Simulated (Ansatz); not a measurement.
# Y on Ni(111): change of the work function, part 2 of 4

How does Y on the fcc site change the work function of Ni(111) as the layer fills?

Ansatz 0.2.0; plane-wave DFT, PBE, Ansatz PAW.

So far, work function, upper face (eV): step 2 (the clean slab) 5.07.

## 3. The covered slab, k-mesh 4×4×1, coverage 0.111 ML

System of this step: YNi36 (Y/Ni(111)). The cell holds 37 atoms: 36 Ni and 1 Y. Cell: a = 7.467 Å, b = 7.467 Å, c = 26.960 Å, α = 90.0°, β = 90.0°, γ = 60.0°. Vacuum lies along c.

The clean slab as it ended is repeated in the plane and the adsorbate is set on one face; the cell's size fixes the coverage, and the k-mesh shrinks with it to keep the sampling density about even. Adsorbate and upper layers relax, since the dipole depends on the height.

Contents of input.yaml:

```yaml
crystal:
  lattice:
    - [7.4670476093, 0.0, 0.0]
    - [3.7335238046, 6.4666529209, 0.0]
    - [0.0, 0.0, 26.9603759337]
  atoms:
    - { symbol: Ni, position: [0.0, 0.0, 0.3338232383], spin: 0.7 }
    - { symbol: Ni, position: [0.1111111111, 0.1111111111, 0.4092032312], spin: 0.72 }
    - { symbol: Ni, position: [0.2222222222, 0.2222222222, 0.4843325369], spin: 0.72 }
    - { symbol: Ni, position: [0.0, 0.0, 0.558707574], spin: 0.7 }
    - { symbol: Ni, position: [0.0, 0.3333333333, 0.3338232383], spin: 0.7 }
    - { symbol: Ni, position: [0.1111111111, 0.4444444444, 0.4092032312], spin: 0.72 }
    - { symbol: Ni, position: [0.2222222222, 0.5555555556, 0.4843325369], spin: 0.72 }
    - { symbol: Ni, position: [0.0, 0.3333333333, 0.558707574], spin: 0.7 }
    - { symbol: Ni, position: [0.0, 0.6666666667, 0.3338232383], spin: 0.7 }
    - { symbol: Ni, position: [0.1111111111, 0.7777777778, 0.4092032312], spin: 0.72 }
    - { symbol: Ni, position: [0.2222222222, 0.8888888889, 0.4843325369], spin: 0.72 }
    - { symbol: Ni, position: [0.0, 0.6666666667, 0.558707574], spin: 0.7 }
    - { symbol: Ni, position: [0.3333333333, 0.0, 0.3338232383], spin: 0.7 }
    - { symbol: Ni, position: [0.4444444444, 0.1111111111, 0.4092032312], spin: 0.72 }
    - { symbol: Ni, position: [0.5555555556, 0.2222222222, 0.4843325369], spin: 0.72 }
    - { symbol: Ni, position: [0.3333333333, 0.0, 0.558707574], spin: 0.7 }
    - { symbol: Ni, position: [0.3333333333, 0.3333333333, 0.3338232383], spin: 0.7 }
    - { symbol: Ni, position: [0.4444444444, 0.4444444444, 0.4092032312], spin: 0.72 }
    - { symbol: Ni, position: [0.5555555556, 0.5555555556, 0.4843325369], spin: 0.72 }
    - { symbol: Ni, position: [0.3333333333, 0.3333333333, 0.558707574], spin: 0.7 }
    - { symbol: Ni, position: [0.3333333333, 0.6666666667, 0.3338232383], spin: 0.7 }
    - { symbol: Ni, position: [0.4444444444, 0.7777777778, 0.4092032312], spin: 0.72 }
    - { symbol: Ni, position: [0.5555555556, 0.8888888889, 0.4843325369], spin: 0.72 }
    - { symbol: Ni, position: [0.3333333333, 0.6666666667, 0.558707574], spin: 0.7 }
    - { symbol: Ni, position: [0.6666666667, 0.0, 0.3338232383], spin: 0.7 }
    - { symbol: Ni, position: [0.7777777778, 0.1111111111, 0.4092032312], spin: 0.72 }
    - { symbol: Ni, position: [0.8888888889, 0.2222222222, 0.4843325369], spin: 0.72 }
    - { symbol: Ni, position: [0.6666666667, 0.0, 0.558707574], spin: 0.7 }
    - { symbol: Ni, position: [0.6666666667, 0.3333333333, 0.3338232383], spin: 0.7 }
    - { symbol: Ni, position: [0.7777777778, 0.4444444444, 0.4092032312], spin: 0.72 }
    - { symbol: Ni, position: [0.8888888889, 0.5555555556, 0.4843325369], spin: 0.72 }
    - { symbol: Ni, position: [0.6666666667, 0.3333333333, 0.558707574], spin: 0.7 }
    - { symbol: Ni, position: [0.6666666667, 0.6666666667, 0.3338232383], spin: 0.7 }
    - { symbol: Ni, position: [0.7777777778, 0.7777777778, 0.4092032312], spin: 0.72 }
    - { symbol: Ni, position: [0.8888888889, 0.8888888889, 0.4843325369], spin: 0.72 }
    - { symbol: Ni, position: [0.6666666667, 0.6666666667, 0.558707574], spin: 0.7 }
    - { symbol: "Y", position: [0.1111111111, 0.1111111111, 0.6661767617] }
magnetization:
  spin_polarized: true
kpoints:
  mp_grid: { grid: [4, 4, 1] }
hamiltonian:
  xc: pbe
scf:
  occupations: { method: fermi_dirac, width: 0.1 }
  convergence: { dr2_threshold: 1.0e-08 }
efield:
  axis: 3
  dipole_correction: true
  ramp_position: 0.97
  ramp_width: 0.06
relax:
  f_tol: 0.02
  max_steps: 60
  constraints:
    - { sites: [0, 1, 4, 5, 8, 9, 12, 13, 16, 17, 20, 21, 24, 25, 28, 29, 32, 33] }
output:
  write_potential: true
  write_density: true
  volumetric_format: npy
```

Run with:

```bash
$ ansatz run input.yaml --threads 4 --pin off --max-ram 16384MiB --backend cpu --events-out ev --progress --plain --runs-dir out
```

Numbers of over 12 decimals in the logs are rounded to 6 here.

Log:

```text
[...]
Crystal: 37 atoms, lattice volume = 1301.830 Å³
Basis set: ecut = 420 eV, 25495 PW (Γ), exchange–correlation on 100×100×384 points (8 copies of the dense FFT grid, shifted against one another)
Bands: 411, of which v1, the nominal top of the filled ones, is band 330 counted from 1 (329 counted from 0)
Symmetry: 6 space group operations
k-points: 4 of 16 (time reversal used)
[...]
Starting moments: Σ|m| = 25.56 μB on 36 of 37 sites
[...]
SCF iter   1: F=—  HF=-214036.829662 eV  |F-HF|=—  |Δ(HF+E_count)|=         —  Δρ=2.41e-2 (↑1.16e-2 ↓2.41e-2)  dr2=7.04e1  dr2_m=1.90e0  M=26.341 μB ∫|m|=27.872 μB  β_m=1.00  ethr=3.10e-3  p=0.000 e·Å  D=3.80e-6 V/Å  ΔV_dip=-0.00 eV  dr2_dipole=1.22e1  V_vac-E_F(+/−)=7.10/7.10 eV  ⟨swp⟩=8.2  Hψ=15576  notcnv=0  defer=340
[...]
SCF iter  25: F=-214066.998653 eV  HF=-214066.998653 eV  |F-HF|=6.02e-9  |Δ(HF+E_count)|=   5.68e-9  Δρ=4.68e-7 (↑2.26e-7 ↓4.68e-7)  dr2=7.18e-9  dr2_m=5.26e-10  M=22.885 μB ∫|m|=27.046 μB  ethr=1.46e-12  p=0.556 e·Å  D=7.73e-2 V/Å  ΔV_dip=-2.08 eV  dr2_dipole=1.29e-9  V_vac-E_F(+/−)=2.99/5.08 eV  ⟨swp⟩=8.1  Hψ=18321  notcnv=0
SCF 1 converged in 25 iterations: F = -214066.998653 eV  dr2 = 7.18e-9
[...]
relax step   1: F+E_penalty+E_count = -214066.99865320 eV  Δ(F+E_penalty+E_count) = +0.000e0 eV  max|allowed force component| = 3.013e0 eV/Å  Δτ_max = 0.0000 Å  (25 SCF iters, accepted)
[...]
SCF iter  20: F=-214067.673461 eV  HF=-214067.673461 eV  |F-HF|=4.95e-10  |Δ(HF+E_count)|=   2.97e-9  Δρ=2.17e-7 (↑5.88e-8 ↓2.17e-7)  dr2=2.69e-9  dr2_m=1.37e-10  M=22.771 μB ∫|m|=26.769 μB  ethr=1.00e-12  p=0.603 e·Å  D=8.38e-2 V/Å  ΔV_dip=-2.26 eV  dr2_dipole=8.72e-10  V_vac-E_F(+/−)=2.82/5.08 eV  ⟨swp⟩=6.0  Hψ=18778  notcnv=0
SCF 2 converged in 20 iterations: F = -214067.673461 eV  dr2 = 2.69e-9
relax step   2: F+E_penalty+E_count = -214067.67346115 eV  Δ(F+E_penalty+E_count) = -6.748e-1 eV  max|allowed force component| = 3.183e0 eV/Å  Δτ_max = 0.1976 Å  (20 SCF iters, accepted)
SCF iter   1: F=—  HF=-214068.405969 eV  |F-HF|=—  |Δ(HF+E_count)|=         —  Δρ=2.25e-3 (↑2.24e-3 ↓2.25e-3)  dr2=3.20e-1  dr2_m=3.37e-2  M=22.503 μB ∫|m|=26.497 μB  β_m=1.00  ethr=2.28e-4  p=0.603 e·Å  D=8.38e-2 V/Å  ΔV_dip=-2.26 eV  dr2_dipole=2.82e-2  V_vac-E_F(+/−)=2.84/5.10 eV  ⟨swp⟩=4.9  Hψ=7018  notcnv=0  defer=338
[...]
SCF iter  20: F=-214068.355123 eV  HF=-214068.355123 eV  |F-HF|=2.36e-9  |Δ(HF+E_count)|=   2.82e-9  Δρ=9.95e-8 (↑8.00e-8 ↓9.95e-8)  dr2=2.57e-10  dr2_m=2.84e-11  M=22.439 μB ∫|m|=26.365 μB  ethr=1.00e-12  p=0.657 e·Å  D=9.14e-2 V/Å  ΔV_dip=-2.46 eV  dr2_dipole=1.03e-11  V_vac-E_F(+/−)=2.61/5.08 eV  ⟨swp⟩=6.1  Hψ=17803  notcnv=0
SCF 3 converged in 20 iterations: F = -214068.355123 eV  dr2 = 2.57e-10
relax step   3: F+E_penalty+E_count = -214068.35512255 eV  Δ(F+E_penalty+E_count) = -6.817e-1 eV  max|allowed force component| = 2.900e0 eV/Å  Δτ_max = 0.1936 Å  (20 SCF iters, accepted)
[...]
relax step   4: F+E_penalty+E_count = -214068.87999504 eV  Δ(F+E_penalty+E_count) = -5.249e-1 eV  max|allowed force component| = 1.841e0 eV/Å  Δτ_max = 0.1972 Å  (15 SCF iters, accepted)
[...]
relax step   5: F+E_penalty+E_count = -214069.10496246 eV  Δ(F+E_penalty+E_count) = -2.250e-1 eV  max|allowed force component| = 3.071e-1 eV/Å  Δτ_max = 0.1949 Å  (15 SCF iters, accepted)
[...]
relax step   6: F+E_penalty+E_count = -214069.15697188 eV  Δ(F+E_penalty+E_count) = -5.201e-2 eV  max|allowed force component| = 2.312e-1 eV/Å  Δτ_max = 0.1219 Å  (14 SCF iters, accepted)
[...]
relax step   7: F+E_penalty+E_count = -214069.17341543 eV  Δ(F+E_penalty+E_count) = -1.644e-2 eV  max|allowed force component| = 8.153e-2 eV/Å  Δτ_max = 0.0361 Å  (15 SCF iters, accepted)
SCF iter   1: F=—  HF=-214069.174618 eV  |F-HF|=—  |Δ(HF+E_count)|=         —  Δρ=3.81e-4 (↑2.38e-4 ↓3.81e-4)  dr2=3.31e-3  dr2_m=6.25e-4  M=21.741 μB ∫|m|=25.529 μB  β_m=1.00  ethr=4.58e-6  p=0.677 e·Å  D=9.41e-2 V/Å  ΔV_dip=-2.54 eV  dr2_dipole=2.96e-4  V_vac-E_F(+/−)=2.54/5.08 eV  ⟨swp⟩=3.0  Hψ=5903  notcnv=0  defer=362
[...]
SCF iter  13: F=-214069.174499 eV  HF=-214069.174499 eV  |F-HF|=4.54e-9  |Δ(HF+E_count)|=  4.66e-10  Δρ=4.16e-7 (↑6.24e-8 ↓4.16e-7)  dr2=4.07e-9  dr2_m=4.93e-10  M=21.745 μB ∫|m|=25.532 μB  ethr=1.00e-12  p=0.677 e·Å  D=9.41e-2 V/Å  ΔV_dip=-2.54 eV  dr2_dipole=4.59e-10  V_vac-E_F(+/−)=2.54/5.07 eV  ⟨swp⟩=6.4  Hψ=18658  notcnv=0
SCF 8 converged in 13 iterations: F = -214069.174499 eV  dr2 = 4.07e-9
relax step   8: F+E_penalty+E_count = -214069.17449891 eV  Δ(F+E_penalty+E_count) = -1.083e-3 eV  max|allowed force component| = 1.473e-2 eV/Å  Δτ_max = 0.0095 Å  (13 SCF iters, accepted)
NSCF: frozen V_eff on 4 k-points
[...]
SCF converged after 13 iterations
Magnetization: 21.7448 μB (340.3724 up, 318.6276 down)
Absolute magnetization: 25.5578 μB (∫|ρ↑−ρ↓|, with the PAW one-centre terms)
[...]
Per-site moments (μB) at R_I (Å): [(0.702177, 1.026719), (0.712271, 1.020931), (0.660628, 1.018611), (0.308426, 1.011292), (0.702177, 1.026719), (0.708519, 1.018611), (0.686552, 1.020533), (0.308426, 1.011292), (0.707795, 1.026719), (0.708519, 1.018611), (0.660628, 1.018611), (0.635053, 1.014767), (0.702177, 1.026719), (0.708519, 1.018611), (0.686552, 1.020533), (0.308426, 1.011292), (0.692687, 1.026719), (0.713739,  [...]
Free energy (F): -214069.174499 eV
[...]
Internal energy: -214067.087021 eV  (E = F + TS)
E sigma→0 (E₀):  -214068.130760 eV
Entropy (-TS):   -2.087478 eV (-56.418 meV/atom)
Fermi energy:    3.203000 eV
Dipole field:    D = 0.094120 V/Å  (p = 0.677131 e·Å, saw-weighted, corrected)
Work function:   Φ+ = 2.5370 eV   Φ− = 5.0745 eV
[...]
--- Forces (eV/Å), atoms counted from 1 ---
  atom   1  Ni     0.00508497     0.00293581     0.15559799
  atom   2  Ni    -0.00000000     0.00000000    -0.13636319
  atom   3  Ni    -0.00769700    -0.00444386     0.01272501
  atom   4  Ni    -0.01065293    -0.00615047     0.00143327
  atom   5  Ni     0.00000000    -0.00587162     0.15559799
  atom   6  Ni     0.03367780     0.04257302    -0.14062042
  atom   7  Ni    -0.00411263     0.00237443    -0.00062902
  atom   8  Ni    -0.00000000     0.01230094     0.00143327
  atom   9  Ni    -0.00357659     0.00206494     0.15308862
  atom  10  Ni    -0.02003042    -0.05045234    -0.14062042
  atom  11  Ni    -0.00000000     0.00888773     0.01272501
  atom  12  Ni     0.00081664    -0.00047149    -0.00210088
  atom  13  Ni    -0.00508497     0.00293581     0.15559799
  atom  14  Ni     0.05370822     0.00787932    -0.14062042
  atom  15  Ni     0.00000000    -0.00474886    -0.00062902
  atom  16  Ni     0.01065293    -0.00615047     0.00143327
  atom  17  Ni     0.00338686     0.00195541     0.15278766
  atom  18  Ni     0.00000000     0.00000000    -0.03179816
  atom  19  Ni     0.00411263     0.00237443    -0.00062902
  atom  20  Ni     0.00036944     0.00021330    -0.00727026
  atom  21  Ni     0.00000000    -0.00391081     0.15278766
  atom  22  Ni     0.02003042    -0.05045234    -0.14062042
  atom  23  Ni     0.00073769    -0.00042590    -0.00143294
  atom  24  Ni     0.00000000    -0.00042660    -0.00727026
  atom  25  Ni     0.00000000    -0.00412989     0.15308862
  atom  26  Ni    -0.05370822     0.00787932    -0.14062042
  atom  27  Ni     0.00769700    -0.00444386     0.01272501
  atom  28  Ni    -0.00000000     0.00094297    -0.00210088
  atom  29  Ni    -0.00338686     0.00195541     0.15278766
  atom  30  Ni    -0.03367780     0.04257302    -0.14062042
  atom  31  Ni    -0.00000000     0.00085181    -0.00143294
  atom  32  Ni    -0.00036944     0.00021330    -0.00727026
  atom  33  Ni     0.00357659     0.00206494     0.15308862
  atom  34  Ni    -0.00000000    -0.00000000    -0.36603173
  atom  35  Ni    -0.00073769    -0.00042590    -0.00143294
  atom  36  Ni    -0.00081664    -0.00047149    -0.00210088
  atom  37  Y     -0.00000000    -0.00000000    -0.01473339
  max |Σ_I F_I| component: 5.06e-5 eV/Å
--- Band table (eV; the first three rows and the last of 8) ---
  k-point 0 ↑: bands = [... 326 lower, 2.4469, 2.4484, 2.4601, 2.4601, 2.4679, 2.4803, 2.4854, 2.4854, ... 77 higher]
  k-point 1 ↑: bands = [... 326 lower, 2.5535, 2.5536, 2.5800, 2.5863, 2.6034, 2.6072, 2.6161, 2.6234, ... 77 higher]
  k-point 2 ↑: bands = [... 326 lower, 2.5960, 2.6016, 2.6096, 2.6099, 2.6229, 2.6693, 2.6740, 2.6845, ... 77 higher]
  k-point 3 ↓: bands = [... 326 lower, 3.3708, 3.3970, 3.4156, 3.4212, 3.4372, 3.4536, 3.4631, 3.4918, ... 77 higher]
--- Relaxed structure (8 steps of the walk, 8 accepted, 0 SCFs on fresh bases) ---
  F+E_penalty+E_count = -214069.17449891 eV   max|allowed force component| = 1.473e-2 eV/Å
  atoms:
    - { symbol: Ni, position: [1.1111113280699718e-11, 1.111111328069972e-11, 0.3338232383] }
    - { symbol: Ni, position: [0.111111, 0.111111, 0.4092032312] }
    - { symbol: Ni, position: [0.222721, 0.222721, 0.483774] }
    - { symbol: Ni, position: [-0.00263544, -0.00263544, 0.558087] }
    - { symbol: Ni, position: [1.1111084274872951e-11, 0.333333, 0.3338232383] }
    - { symbol: Ni, position: [0.111111, 0.444444, 0.4092032312] }
    - { symbol: Ni, position: [0.222451, 0.555441, 0.485374] }
    - { symbol: Ni, position: [-0.00263544, 0.338604, 0.558087] }
    - { symbol: Ni, position: [-2.2222224060897133e-11, 0.666667, 0.3338232383] }
    - { symbol: Ni, position: [0.111111, 0.777778, 0.4092032312] }
    - { symbol: Ni, position: [0.222721, 0.887892, 0.483774] }
    - { symbol: Ni, position: [-0.000551402, 0.666942, 0.559938] }
    - { symbol: Ni, position: [0.333333, 1.111111328069972e-11, 0.3338232383] }
    - { symbol: Ni, position: [0.444444, 0.111111, 0.4092032312] }
    - { symbol: Ni, position: [0.555441, 0.222451, 0.485374] }
    - { symbol: Ni, position: [0.338604, -0.00263544, 0.558087] }
    - { symbol: Ni, position: [0.333333, 0.333333, 0.3338232383] }
    - { symbol: Ni, position: [0.444444, 0.444444, 0.4092032312] }
    - { symbol: Ni, position: [0.555441, 0.555441, 0.485374] }
    - { symbol: Ni, position: [0.332771, 0.332771, 0.560774] }
    - { symbol: Ni, position: [0.333333, 0.666667, 0.3338232383] }
    - { symbol: Ni, position: [0.444444, 0.777778, 0.4092032312] }
    - { symbol: Ni, position: [0.557971, 0.887681, 0.483922] }
    - { symbol: Ni, position: [0.332771, 0.667792, 0.560774] }
    - { symbol: Ni, position: [0.666667, -2.22222043069289e-11, 0.3338232383] }
    - { symbol: Ni, position: [0.777778, 0.111111, 0.4092032312] }
    - { symbol: Ni, position: [0.887892, 0.222721, 0.483774] }
    - { symbol: Ni, position: [0.666942, -0.000551402, 0.559938] }
    - { symbol: Ni, position: [0.666667, 0.333333, 0.3338232383] }
    - { symbol: Ni, position: [0.777778, 0.444444, 0.4092032312] }
    - { symbol: Ni, position: [0.887681, 0.557971, 0.483922] }
    - { symbol: Ni, position: [0.667792, 0.332771, 0.560774] }
    - { symbol: Ni, position: [0.666667, 0.666667, 0.3338232383] }
    - { symbol: Ni, position: [0.777778, 0.777778, 0.4092032312] }
    - { symbol: Ni, position: [0.887681, 0.887681, 0.483922] }
    - { symbol: Ni, position: [0.666942, 0.666942, 0.559938] }
    - { symbol: Y, position: [0.111111, 0.111111, 0.632832] }
```

Run time: 52 min. Hardware: 4 threads of Arm Neoverse V1, shared host; peak memory 10 GiB; 3.4 h of CPU time.

Step by step:

| step | energy less that of the first step (eV) | largest force component (eV/Å) |
| --- | --- | --- |
| 1 | 0.0000 | 3.0133 |
| 2 | -0.6748 | 3.1830 |
| 3 | -1.3565 | 2.8999 |
| 4 | -1.8813 | 1.8414 |
| 5 | -2.1063 | 0.3071 |
| 6 | -2.1583 | 0.2312 |
| 7 | -2.1748 | 0.0815 |
| 8 | -2.1758 | 0.0147 |

Forces are held to the 6 operations that the run works with; a distortion that breaks them can't arise in this run.

The atoms that moved most (Å):

| atom | dx | dy | dz | length |
| --- | --- | --- | --- | --- |
| Y37 | 0.000 | 0.000 | -0.899 | 0.899 |
| Ni20 | -0.006 | -0.004 | 0.056 | 0.056 |
| Ni32 | 0.006 | -0.004 | 0.056 | 0.056 |
| Ni24 | 0.000 | 0.007 | 0.056 | 0.056 |
| Ni16 | 0.030 | -0.017 | -0.017 | 0.038 |
| Ni4 | -0.030 | -0.017 | -0.017 | 0.038 |
| Ni8 | 0.000 | 0.034 | -0.017 | 0.038 |
| Ni28 | 0.000 | -0.004 | 0.033 | 0.033 |

The relaxed structure:

```cif
data_structure
_symmetry_space_group_name_H-M 'P 1'
_symmetry_Int_Tables_number 1
_cell_length_a 7.4670
_cell_length_b 7.4670
_cell_length_c 26.9604
_cell_angle_alpha 90.000
_cell_angle_beta 90.000
_cell_angle_gamma 60.000
_cell_volume 1301.83
loop_
_atom_site_label
_atom_site_type_symbol
_atom_site_fract_x
_atom_site_fract_y
_atom_site_fract_z
_atom_site_occupancy
Ni1 Ni 0.00000 0.00000 0.33382 1
Ni2 Ni 0.11111 0.11111 0.40920 1
Ni3 Ni 0.22272 0.22272 0.48377 1
Ni4 Ni 0.99736 0.99736 0.55809 1
Ni5 Ni 0.00000 0.33333 0.33382 1
Ni6 Ni 0.11111 0.44444 0.40920 1
Ni7 Ni 0.22245 0.55544 0.48537 1
Ni8 Ni 0.99736 0.33860 0.55809 1
Ni9 Ni 0.00000 0.66667 0.33382 1
Ni10 Ni 0.11111 0.77778 0.40920 1
Ni11 Ni 0.22272 0.88789 0.48377 1
Ni12 Ni 0.99945 0.66694 0.55994 1
Ni13 Ni 0.33333 0.00000 0.33382 1
Ni14 Ni 0.44444 0.11111 0.40920 1
Ni15 Ni 0.55544 0.22245 0.48537 1
Ni16 Ni 0.33860 0.99736 0.55809 1
Ni17 Ni 0.33333 0.33333 0.33382 1
Ni18 Ni 0.44444 0.44444 0.40920 1
Ni19 Ni 0.55544 0.55544 0.48537 1
Ni20 Ni 0.33277 0.33277 0.56077 1
Ni21 Ni 0.33333 0.66667 0.33382 1
Ni22 Ni 0.44444 0.77778 0.40920 1
Ni23 Ni 0.55797 0.88768 0.48392 1
Ni24 Ni 0.33277 0.66779 0.56077 1
Ni25 Ni 0.66667 0.00000 0.33382 1
Ni26 Ni 0.77778 0.11111 0.40920 1
Ni27 Ni 0.88789 0.22272 0.48377 1
Ni28 Ni 0.66694 0.99945 0.55994 1
Ni29 Ni 0.66667 0.33333 0.33382 1
Ni30 Ni 0.77778 0.44444 0.40920 1
Ni31 Ni 0.88768 0.55797 0.48392 1
Ni32 Ni 0.66779 0.33277 0.56077 1
Ni33 Ni 0.66667 0.66667 0.33382 1
Ni34 Ni 0.77778 0.77778 0.40920 1
Ni35 Ni 0.88768 0.88768 0.48392 1
Ni36 Ni 0.66694 0.66694 0.55994 1
Y37 Y 0.11111 0.11111 0.63283 1
```

This step gave:

* energy at zero smearing: -214068.1308 eV
* total moment: 21.74 μB
* work function, upper face: 2.537 eV
* work function, lower face: 5.075 eV
* dipole along the normal: 0.6771 e·Å
* step between the vacuum levels: -2.537 eV

Running mean over 2.032 Å of the planar mean; the ramp of the sawtooth is left out. The electron's electrostatic potential energy less the Fermi level by z:

| z (Å) | electron's electrostatic potential energy less the Fermi level (eV) |
| --- | --- |
| 3.5 | 5.07 |
| 4.0 | 5.07 |
| 4.5 | 5.07 |
| 5.0 | 5.07 |
| 5.5 | 5.06 |
| 6.0 | 5.02 |
| 6.5 | 4.89 |
| 7.0 | 4.39 |
| 7.5 | 2.24 |
| 8.0 | -3.19 |
| 8.5 | -8.36 |
| 9.0 | -10.1 |
| 9.5 | -10.3 |
| 10.0 | -10.3 |
| 10.5 | -10.3 |
| 11.0 | -10.4 |
| 11.5 | -10.4 |
| 12.0 | -10.5 |
| 12.5 | -10.4 |
| 13.0 | -10.4 |
| 13.5 | -10.4 |
| 14.0 | -10.4 |
| 14.5 | -10.3 |
| 15.0 | -10.2 |
| 15.5 | -9.37 |
| 16.0 | -5.75 |
| 16.5 | -1.23 |
| 17.0 | 0.540 |
| 17.5 | 0.794 |
| 18.0 | 1.27 |
| 18.5 | 1.91 |
| 19.0 | 2.31 |
| 19.5 | 2.45 |
| 20.0 | 2.50 |
| 20.5 | 2.52 |
| 21.0 | 2.53 |
| 21.5 | 2.54 |
| 22.0 | 2.54 |
| 22.5 | 2.54 |
| 23.0 | 2.54 |
| 23.5 | 2.54 |

Site moment by element, in μB:

| element | atoms | mean | spread (r.m.s.) | least | largest |
| --- | --- | --- | --- | --- | --- |
| Ni | 36 | 0.649 | 0.108 | 0.308 | 0.723 |
| Y | 1 | -0.065 | 0.000 | -0.065 | -0.065 |

The atoms farthest from the mean of their element:

| atom | x, y, z (Å) | site moment (μB) |
| --- | --- | --- |
| Ni8 | 1.24, 2.19, 15.05 | 0.308 |
| Ni16 | 2.52, -0.02, 15.05 | 0.308 |
| Ni4 | -0.03, -0.02, 15.05 | 0.308 |
| Ni34 | 8.71, 5.03, 11.03 | 0.723 |
| Ni18 | 4.98, 2.87, 11.03 | 0.714 |
| Ni2 | 1.24, 0.72, 11.03 | 0.712 |
| Ni22 | 6.22, 5.03, 11.03 | 0.709 |
| Ni10 | 3.73, 5.03, 11.03 | 0.709 |

The relaxation took 8 steps and lowered the energy by 2.2 eV; the largest force on the free atoms ends at 0.015 eV/Å.

The covered face has 2.54 eV, -2.54 eV against the clean one; the bare back face has moved by -0.01 eV, a measure of how thin the slab is.

[end of part 2 of 4]

[Logs are printed without paths, hosts, clocks, repeated set-up lines and the standing remarks that a program may print on its own settings, such as how far it seeks lower states.]

[Hosts, paths, dates, database ids (printed as entryN), source tags and the programs' standing remarks are cut or masked in the printed files.]

[Maps of the electrostatic potential energy from Ansatz leave out the sawtooth potential of an applied field or a dipole correction, so their vacuum need not be flat; planar profiles and work functions include it.]
